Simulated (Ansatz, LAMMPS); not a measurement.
**Glassy 59SiO2-21CaO-14ZnO-7Cr2O3 (mol %) (81 atoms) in motion**

Wanted: a short trajectory of glassy 59SiO2-21CaO-14ZnO-7Cr2O3 (mol %) (81 atoms) with its pair distributions.

Program: Ansatz 0.2.0. Level of theory: Kohn-Sham DFT, PBE, PAW (set soft_2), plane waves. Results are calculated unless marked as measured.

## 1. The structure

The cell holds 81 atoms: 17 Si, 6 Ca, 4 Zn, 4 Cr and 50 O. Its edges and angles: a = 10.150 Å, b = 10.150 Å, c = 10.150 Å, α = 90.0°, β = 90.0°, γ = 90.0°. 81 atoms (17 Si, 6 Ca, 4 Zn, 4 Cr, 50 O) placed at random at 2.92 g/cm³, melted at 4000 K for 10 ps at fixed volume with the Morse and Coulomb pair potential with partial charges (Pedone, Malavasi, Menziani, Cormack and Segre, J. Phys. Chem. B 110, 11780 (2006)). Quenched from 4000 K to 300 K at 20 K/ps and fixed volume, held 10 ps at zero pressure.

Before any run, some limits are plain. The quench rate of 20 K/ps far exceeds what a furnace or splat quench reaches, so expect more defects and frozen-in strain than in a real sample. The network of bonds at the start is that of the classical potential that made the cell, and needn't be the one that DFT or experiment would give. Without a Hubbard term or exact exchange, open shells on Cr are likely too delocalised. The Brillouin zone is sampled at Γ only, in a cell whose shortest periodic width is 10 Å.

## 2. Dynamics at 900 K

Without a thermostat the total energy must stay constant, which tests forces and time step. The time step is 1.0 fs.

input.yaml reads:

```yaml
crystal:
  lattice:
    - [10.14983, 0.0, 0.0]
    - [0.0, 10.14983, 0.0]
    - [0.0, 0.0, 10.14983]
  atoms:
    - { symbol: Si, position: [0.26392, 0.14666, 0.9921] }
    - { symbol: Si, position: [0.83602, 0.56795, 0.96915] }
    - { symbol: Si, position: [0.46122, 0.14739, 0.33918] }
    - { symbol: Si, position: [0.15152, 0.59621, 0.02603] }
    [... 71 atom lines left out ...]
    - { symbol: O, position: [0.00692, 0.5639, 0.9698] }
    - { symbol: O, position: [0.82994, 0.24663, 0.3108] }
    - { symbol: O, position: [0.57135, 0.54122, 0.55884] }
    - { symbol: O, position: [0.80822, 0.8945, 0.70367] }
    - { symbol: O, position: [0.63307, 0.85344, 0.5307] }
    - { symbol: O, position: [0.42741, 0.90238, 0.7423] }
magnetization:
  spin_polarized: true
kpoints:
  mp_grid: { grid: [1, 1, 1] }
hamiltonian:
  xc: pbe
scf:
  occupations: { method: fermi_dirac, width: 0.025 }
output:
  forces: true
md:
  timestep: 1.0
  n_steps: 53
  ensemble: nve
  temperature: 900
  initial_velocities: maxwell_boltzmann
  seed: 620
```

On the command line:

```
ansatz run input.yaml --threads 4 --pin off --max-ram 8192MiB --backend cpu --events-out ev --progress --plain --runs-dir out
```

The job ended after 7.8 min (4 threads of Intel Xeon Platinum 8488C (Sapphire Rapids), shared host; peak memory 2.5 GiB; 30 min of CPU time).

The program notes that it switched symmetry off.

Rows from the run:

```tsv
time (fs)	T (K)	potential (meV/atom)	conserved (meV/atom)
0.0	900	0.0	0.00
4.0	866	4.4	0.06
7.0	888	1.5	0.03
11.0	925	-3.2	-0.05
14.0	882	2.2	-0.02
18.0	756	18.4	0.06
21.0	685	27.5	0.08
25.0	672	29.1	0.06
28.0	700	25.6	0.03
32.0	737	20.8	0.02
35.0	747	19.5	0.01
39.0	744	20.0	0.05
42.0	767	17.0	0.05
46.0	837	8.0	-0.01
49.0	859	5.2	-0.04
53.0	796	13.3	0.02
```

Mean square displacement from the first frame to the last: Si 0.038 Å², Ca 0.056 Å², Zn 0.094 Å², Cr 0.060 Å², O 0.095 Å².

Mean square displacement against time lag:

```tsv
time lag (fs)	Ca (Å²)	Cr (Å²)	O (Å²)	Si (Å²)	Zn (Å²)
1.0	4.2e-5	3.4e-5	1.3e-4	6.4e-5	4.0e-5
2.0	1.7e-4	1.3e-4	5.1e-4	2.6e-4	1.6e-4
3.0	3.7e-4	3.1e-4	0.00113	5.7e-4	3.6e-4
4.0	6.5e-4	5.5e-4	0.00199	0.00100	6.5e-4
5.0	0.00101	8.6e-4	0.00308	0.00155	0.00101
6.0	0.00144	0.00124	0.00437	0.00220	0.00146
7.0	0.00194	0.00170	0.00586	0.00295	0.00200
8.0	0.00251	0.00223	0.00751	0.00378	0.00261
9.0	0.00314	0.00283	0.00933	0.00468	0.00331
10.0	0.00383	0.00350	0.0113	0.00566	0.00409
11.0	0.00458	0.00425	0.0133	0.00668	0.00495
12.0	0.00538	0.00508	0.0155	0.00775	0.00590
14.0	0.00713	0.00694	0.0199	0.00996	0.00802
15.0	0.00807	0.00798	0.0221	0.0111	0.00920
16.0	0.00906	0.00909	0.0244	0.0122	0.0105
17.0	0.0101	0.0103	0.0267	0.0133	0.0118
18.0	0.0111	0.0115	0.0289	0.0144	0.0132
19.0	0.0122	0.0128	0.0311	0.0155	0.0147
20.0	0.0134	0.0142	0.0332	0.0166	0.0163
21.0	0.0145	0.0156	0.0353	0.0176	0.0179
22.0	0.0157	0.0171	0.0373	0.0186	0.0196
23.0	0.0169	0.0186	0.0392	0.0196	0.0214
24.0	0.0181	0.0202	0.0410	0.0205	0.0233
25.0	0.0193	0.0219	0.0428	0.0214	0.0252
27.0	0.0219	0.0252	0.0463	0.0231	0.0293
```

Over the second half of 53 fs the temperature averages 773 K, rising from about 715 to 837 K (means over the first and last quarter of that half). The conserved energy stays within 0.08 meV/atom. From first frame to last O has the largest mean square displacement, 0.095 Å² at the end; the farthest move is 0.61 Å. The run spans 0.05 ps, too short for its means to be equilibrium values.

## 3. Local order late in the run

The g(r) is a mean over the second half; what follows it is taken at the last frame.

Density 3.16 g/cm³, 12.91 Å³ an atom.

Mean of 15 frames. Pair distribution functions g(r), in bins of 0.2 Å:

```tsv
r (Å)	total	O-O	O-Si	O-Ca	O-Cr	O-Zn	Si-Si
1.50	0.81	0.00	3.12	0.00	0.00	0.00	0.00
1.70	2.36	0.00	8.97	0.00	0.53	0.00	0.00
1.90	0.68	0.00	0.15	0.00	7.30	3.28	0.00
2.10	0.53	0.00	0.00	2.06	1.65	3.92	0.00
2.30	0.48	0.13	0.00	3.64	0.45	1.20	0.00
2.50	0.68	1.36	0.00	1.69	0.11	0.00	0.00
2.70	1.35	3.37	0.00	0.30	0.06	0.00	0.31
2.90	0.95	1.60	0.11	0.84	0.50	0.75	1.53
3.10	0.86	0.86	0.32	0.85	0.58	0.32	2.33
3.30	1.04	1.08	0.64	0.34	0.49	0.78	1.55
3.50	1.00	0.80	1.52	0.40	0.48	0.81	0.33
3.70	1.04	0.85	1.35	1.08	1.21	0.74	0.13
3.90	0.99	0.58	1.42	1.12	1.05	1.68	0.85
4.10	1.14	0.65	1.84	1.26	1.50	1.35	1.19
4.30	1.18	0.74	1.71	1.21	1.65	1.52	1.09
4.50	0.98	0.90	0.78	1.10	2.05	1.12	1.10
4.70	1.03	1.12	0.79	1.44	0.95	1.31	1.22
4.90	1.06	1.25	0.78	1.13	1.08	0.79	1.04
```

Bonds by pair of elements; cutoffs follow the first minimum of g(r), held within bounds set by covalent radii, and pairs that aren't listed don't count as bonded:

```tsv
pair A-B	cutoff (Å)	bonds	mean length (Å)	spread (Å)	shortest (Å)	B about A	A about B
O-Si	2.16	68	1.64	0.049	1.53	1.36	4
O-Ca	2.83	30	2.34	0.174	2.08	0.6	5
O-Cr	2.4	18	1.93	0.142	1.78	0.36	4.5
O-Zn	2.5	17	2.09	0.142	1.86	0.34	4.25
```

The cutoff for O-Ca falls short of the minimum of g(r), so counts run low and odd coordinations can be artefacts.

How many atoms have how many bonded neighbours:

```tsv
element	mean	2	3	4	5	6
Ca	5	0	0	2	2	2
Cr	4.5	0	0	2	2	0
O	2.66	20	27	3	0	0
Si	4	0	0	17	0	0
Zn	4.25	0	0	3	1	0
```

Bond angles (no mean is given where the spread exceeds 20°):

```tsv
angle	count	mean (°)	spread (°)
O-Si-O	102	109	7.2
O-Ca-O	62	-	-
Ca-O-Si	32	-	-
O-Cr-O	32	-	-
O-Zn-O	28	-	-
```

Oxygen atoms by the number of network formers (Si, P, Ge, B, Al, As, Ga) bound to them:

```tsv
network formers bound to O	O atoms	per cent
0	1	2
1	30	60
2	19	38
```

Network units: each former by its oxygen neighbours and how many of them bridge to another former:

```tsv
former	O neighbours	bridging O	atoms
Si	4	1	5
Si	4	2	5
Si	4	3	5
Si	4	4	2
```

Bond length by coordination (bonds to H left out):

```tsv
element	coordination	atoms	mean bond length (Å)
Ca	4	2	2.23
Ca	5	2	2.39
Ca	6	2	2.38
Cr	4	2	1.95
Cr	5	2	1.92
O	2	20	1.68
O	3	27	1.96
O	4	3	2.17
Zn	4	3	2.07
Zn	5	1	2.13
```

Rings of the network by King's shortest-path rule, up to 12 atoms, one path for each pair of neighbours; H, halogens, alkali and alkaline-earth atoms are left out, and the last column divides by all other atoms, bonded or not:

```tsv
ring size (atoms)	rings	per network atom
4	4	0.053
6	3	0.04
8	16	0.213
10	11	0.147
12	15	0.2
```

For some of the pairs, g(r) has its first main peak near 2.7 Å (O-O), 1.6 Å (O-Si), 2.3 Å (O-Ca), 1.9 Å (O-Cr), 2.0 Å (O-Zn) and 3.1 Å (Si-Si). The O-Si-O angle averages 109° with a spread of 7°. Counting bonds to Si alone, not to Cr and Zn, 38 % of the oxygens join two of these atoms and 60 % one; 2 % join none. Rings of 8 atoms are the most common (33 % of those counted); sizes run from 4 to 12, where the search stops.

## 4. Single point at the last frame

The last frame is solved again with fuller output, to read the electronic structure of a thermally displaced geometry.

input.yaml reads:

```yaml
crystal:
  lattice:
    - [10.14983, 0.0, 0.0]
    - [0.0, 10.14983, 0.0]
    - [0.0, 0.0, 10.14983]
  atoms:
    - { symbol: Si, position: [0.2541, 0.14435, 0.98369] }
    - { symbol: Si, position: [0.85153, 0.57246, 0.96546] }
    - { symbol: Si, position: [0.4496, 0.1358, 0.33567] }
    - { symbol: Si, position: [0.15465, 0.59554, 0.02636] }
    [... 71 atom lines left out ...]
    - { symbol: O, position: [0.00571, 0.56917, 0.98134] }
    - { symbol: O, position: [0.81223, 0.2207, 0.29709] }
    - { symbol: O, position: [0.57974, 0.50245, 0.51448] }
    - { symbol: O, position: [0.80027, 0.87578, 0.70893] }
    - { symbol: O, position: [0.64693, 0.83875, 0.52529] }
    - { symbol: O, position: [0.45011, 0.89599, 0.75045] }
magnetization:
  spin_polarized: true
kpoints:
  mp_grid: { grid: [1, 1, 1] }
hamiltonian:
  xc: pbe
scf:
  occupations: { method: fermi_dirac, width: 0.025 }
output:
  forces: true
  stress: true
  populations: true
  dos:
    method: { smearing: { sigma: 0.15 } }
    de: 0.1
    projected: { site_lists: { Ca: [Ca], Cr: [Cr], O: [O], Si: [Si], Zn: [Zn] } }
  eigenvalues: true
  write_density: true
  write_potential: true
  volumetric_format: npy
```

Wall time 33 s (4 threads); peak memory 2.4 GiB; 2.1 min of CPU time.

The program notes that the stability of the SCF solution was not settled.

The run gave:

| Quantity | Value |
| --- | --- |
| free energy | -76939.0048 eV |
| free energy per atom | -949.8643 eV/atom |
| SCF cycles | 27 |
| pressure | 2.98 GPa |
| r.m.s. force component | 1.269 eV/Å |
| longest force | 6.54 eV/Å |
| Fermi energy | 7.137 eV |
| levels partly filled by over 2 per cent | 2 |
| total moment | 5.024 μB |
| absolute moment | 12.3 μB |
| spilling of the projection | 0.0119 |

Length of the force by element:

```tsv
element	coordination	atoms	mean length of the force (eV/Å)	spread	least	most
Ca	all	6	1.01	0.338	0.444	1.44
Cr	all	4	1.73	1.12	0.700	3.40
O	all	50	1.73	1.09	0.457	6.54
Si	all	17	2.77	1.16	1.47	5.07
Zn	all	4	1.11	0.194	0.977	1.45
```

Löwdin charges by element (they lack the spilled electrons, 0.078 e an atom on average):

```tsv
element	coordination	atoms	mean charge (e)	spread	least	most
Ca	all	6	1.77	0.0146	1.75	1.79
Cr	all	4	1.27	0.0424	1.21	1.32
O	all	50	-0.873	0.0923	-1.04	-0.749
Si	all	17	1.67	0.0555	1.59	1.76
Zn	all	4	1.47	0.0231	1.44	1.50
```

Magnetic moments by element:

```tsv
element	coordination	atoms	mean moment (μB)	spread	least	most
Ca	all	6	6.0e-4	6.0e-4	-1.0e-4	0.0014
Cr	all	4	0.915	1.97	-2.49	2.23
O	all	50	0.0017	0.005	-0.0083	0.0174
Si	all	17	0.0014	0.0017	-5.0e-4	0.0056
Zn	all	4	5.0e-4	0.0011	-0.001	0.0021
```

States in the cell by windows of 1 eV, zero at the Fermi level; the larger projections on atomic orbitals stand beside the total:

```tsv
from (eV)	to (eV)	total up	total down	O p	Si p	Zn d	Cr d
-18	-17	0.8	0.9	0.0	0.2	0.0	0.0
-17	-13	0.0	0.0	0.0	0.0	0.0	0.0
-13	-12	0.1	0.1	0.1	0.0	0.0	0.0
-12	-11	4.6	4.6	6.1	0.5	0.0	0.0
-11	-10	3.2	3.2	4.4	0.6	0.0	0.0
-10	-9	6.4	6.3	9.0	1.4	0.2	0.1
-9	-8	10.1	9.6	12.7	2.3	2.9	0.2
-8	-7	21.7	21.3	19.0	2.6	18.5	0.7
-7	-6	26.1	26.1	31.7	3.3	12.4	1.2
-6	-5	25.7	25.7	41.5	2.2	2.5	2.0
-5	-4	29.0	29.0	50.6	1.3	1.3	2.0
-4	-3	27.7	28.0	50.2	0.9	1.2	1.3
-3	-2	15.4	16.0	29.0	0.4	0.5	0.6
-2	-1	1.0	0.7	0.5	0.0	0.0	1.1
-1	0	7.4	2.7	2.2	0.1	0.0	7.3
0	1	2.3	2.0	0.8	0.1	0.0	2.5
1	2	5.1	4.7	1.4	0.2	0.0	5.7
2	3	8.5	13.0	3.0	0.8	0.0	11.9
3	4	6.0	6.8	1.3	1.6	0.0	1.0
4	5	16.8	17.0	2.4	4.6	0.0	0.4
```

Between -26 and -18 eV lie 134 more states.

The stored curve holds about 488 of the 532 electrons; the rest, give or take the few that broadening carries across the Fermi level, lie in deeper levels below its range.

The levels nearest the highest filled one (over half full), pooled over k-points and spins:

```tsv
level less the highest filled one (eV)	occupation
-0.741	1
-0.633	1
-0.575	1
-0.457	1
-0.192	1
0	0.512
0.0024	0.488
0.773	0
0.805	0
0.986	0
0.986	0
1.05	0
```

Mean Löwdin charges: Ca +1.77, Cr +1.27, O -0.87, Si +1.67, Zn +1.47 e (they miss 1.2 % of the electrons, so they add up to more than the cell's charge). The cell holds a total moment of 5.02 μB, from site moments of up to 2.5 μB that point both ways; no search proves this magnetic order the lowest. Within 0.4 eV of the Fermi level the largest share is Cr d (72 % of the projected weight).

## 5. Summary of results

```json
{"mean temperature, second half": "773.5 K", "temperature swing, second half": "50.62 K", "slope of the conserved energy against time, by least squares": "-0.2832 meV/atom/ps", "free energy per atom": "-949.8643 eV/atom", "pressure": "2.98 GPa", "r.m.s. force component": "1.269 eV/Å", "wall time of the 2 DFT runs": "8.3 min"}
```

**Reading.** Over the second half of 53 fs the temperature averages 773 K, rising from about 715 to 837 K (means over the first and last quarter of that half). The conserved energy stays within 0.08 meV/atom. The run spans 0.05 ps, too short for its means to be equilibrium values. Counting bonds to Si alone, not to Cr and Zn, 38 % of the oxygens join two of these atoms and 60 % one; 2 % join none. 2 levels are partly filled by over 2 % (at Γ alone), and the list of levels jumps by 0.77 eV between +0.00 and +0.77 eV: the Fermi level sits among few, sparse states, as in an open d or f shell, at a band edge, among defect levels or in a metal whose levels bunch into shells on a coarse mesh. The cell holds a total moment of 5.02 μB, from site moments of up to 2.5 μB that point both ways; no search proves this magnetic order the lowest.

Caveats: The run was spin polarised, started with 3 moments up and 1 down in a pattern of our own, ending at 5.0 μB in the cell; that starting order needn't be the real material's, and it bears on forces, charges and levels. The stress is far from hydrostatic: its diagonal is 4.7, 1.2, 3.0 GPa, compression counted positive. The pressure of 3.0 GPa is that of one thermal frame at a volume set beforehand, without the kinetic term.

[Logs are printed without paths, hosts, clocks, repeated set-up lines and the standing remarks that a program may print on its own settings, such as how far it seeks lower states.]

[Hosts, paths, dates, database ids (printed as entryN), source tags and the programs' standing remarks are cut or masked in the printed files.]
